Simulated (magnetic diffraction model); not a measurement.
**Solving a magnetic structure from powder neutron data: Tb2TiAlFeOs**

Space group Amm2 (no. 38), a = 8.5700 Å, b = 5.3800 Å, c = 9.5050 Å.

| site | atom | x | y | z |
| --- | --- | --- | --- | --- |
| 4c | Os | 0.7583 | 1/2 | 0.4965 |
| 4c | Tb | 0.8200 | 1/2 | 0.1620 |
| 4c | Tb | 0.7022 | 0 | 0.3455 |
| 4d | Fe | 0 | 0.7351 | 0.4200 |
| 2b | Ti | 1/2 | 1/2 | 0.3353 |
| 2a | Ti | 0 | 0 | 0.1587 |
| 4e | Al | 1/2 | 0.7512 | 0.0806 |

The compound is invented for this exercise: a known structure type with other elements, its cell scaled to their sizes and not relaxed.

Only Tb is taken to order (form factors of Tb3+); orders and moment sizes are assumed, and not adapted to the symmetry. Radiation: neutrons of λ = 1.909 Å, 8° to 35°; isotropic B of 0.11 Å² (Os), 0.1 Å² (Tb), 0.18 Å² (Fe), 0.19 Å² (Ti) and 0.18 Å² (Al). The intensities are simulated: I ∝ L Σ (|F_N|² + |F_M⊥|²) for unpolarised neutrons, with F_M = 2.695 fm/μB × Σ f(s) S exp(2πi Q·r) exp(−B s²) at Q = H ± k (one set where k and −k are equivalent), only the part normal to Q counting and L = 1/(sin²θ cos θ). For collinear order S is the moment m, which repeats by lattice and centring translations R with the sign exp(−2πi k·R). Form factors are spin-only for 3d ions and dipole or tabulated for f ions, scattering lengths are Sears's of 1992, and absorption is left out. A label names one of the reflections at its angle. The strongest nuclear line in the range is 100, and lines under 0.2 are left out.

Above the ordering temperature:

| 2θ (°) | index | I |
| --- | --- | --- |
| 12.79 | (1 0 0) | 87.9 |
| 23.17 | (0 0 2) | 100.0 |
| 23.53 | (0 1 1) | 3.1 |
| 25.74 | (2 0 0) | 56.8 |
| 26.55 | (1 0 2) | 69.3 |
| 26.87 | (1 1 1) | 90.7 |
| 34.91 | (2 0 2) | 6.4 |

Below it (cell unchanged):

```tsv
2θ (°)	I
12.79	87.9
17.37	837.7
23.17	100.0
23.53	3.1
23.93	5.1
25.74	56.8
26.55	69.3
26.87	90.7
28.36	49.6
32.90	166.9
33.55	120.0
34.05	293.2
34.91	6.4
```

**Question.** Check that the new lines index with k = (0 1/2 1/2), then choose among these models:
A. collinear moments along [111], 6.8 μB on Tb; signs + at (0.8200, 1/2, 0.1620), + at (0.7022, 0, 0.3455), − at (0.2978, 0, 0.3455), − at (0.1800, 1/2, 0.1620)
B. collinear moments along [101], 6.8 μB on Tb; signs + at (0.8200, 1/2, 0.1620), − at (0.7022, 0, 0.3455), − at (0.2978, 0, 0.3455), + at (0.1800, 1/2, 0.1620)
C. collinear moments along [101], 6.8 μB on Tb; signs + at (0.8200, 1/2, 0.1620), + at (0.7022, 0, 0.3455), − at (0.2978, 0, 0.3455), − at (0.1800, 1/2, 0.1620)
D. collinear moments along [111], 6.8 μB on Tb; signs + at (0.8200, 1/2, 0.1620), − at (0.7022, 0, 0.3455), − at (0.2978, 0, 0.3455), + at (0.1800, 1/2, 0.1620)

The new lines index as (1 1/2 1/2) at 17.37°, (1 1/2 -3/2) at 23.93°, (2 1/2 1/2) at 28.36° and (2 1/2 -3/2) at 32.90°, that is as H ± k with k = (0 1/2 1/2), one of 2 inequivalent arms of its star (k and −k counted as one), which a powder can't tell apart. Half indices mean that the moments reverse under translations with k·R a half-integer, and the magnetic cell has twice the primitive volume.

Magnetic intensity, observed (below minus above) and for each model:

| 2θ (°) | index | observed | A | B | C | D |
| --- | --- | --- | --- | --- | --- | --- |
| 11.70 | (0 1/2 1/2) | <0.2 | <0.2 | 476.7 | <0.2 | 300.0 |
| 17.37 | (1 1/2 1/2) | 837.7 | 837.7 | 151.1 | 994.7 | 127.2 |
| 20.14 | (0 1/2 -3/2) | <0.2 | <0.2 | 460.1 | <0.2 | 658.8 |
| 30.88 | (0 1/2 5/2) | <0.2 | <0.2 | 58.4 | <0.2 | 45.8 |
| 31.43 | (0 3/2 -1/2) | <0.2 | <0.2 | 66.1 | <0.2 | 63.0 |
| 32.90 | (2 1/2 -3/2) | 166.9 | 166.9 | 160.7 | 134.0 | 200.0 |
| 33.55 | (1 1/2 5/2) | 120.0 | 120.0 | 21.9 | 143.1 | 18.4 |
| 34.05 | (1 3/2 -1/2) | 293.2 | 293.2 | 46.0 | 302.8 | 44.5 |

Model A matches.

The absence at (0 1/2 1/2) is telling: the sublattices cancel there.

The structure used: k = (0 1/2 1/2), collinear moments along [111], 6.8 μB on Tb; signs + at (0.8200, 1/2, 0.1620), + at (0.7022, 0, 0.3455), − at (0.2978, 0, 0.3455), − at (0.1800, 1/2, 0.1620).

[Logs are printed without paths, hosts, clocks, repeated set-up lines and the standing remarks that a program may print on its own settings, such as how far it seeks lower states.]
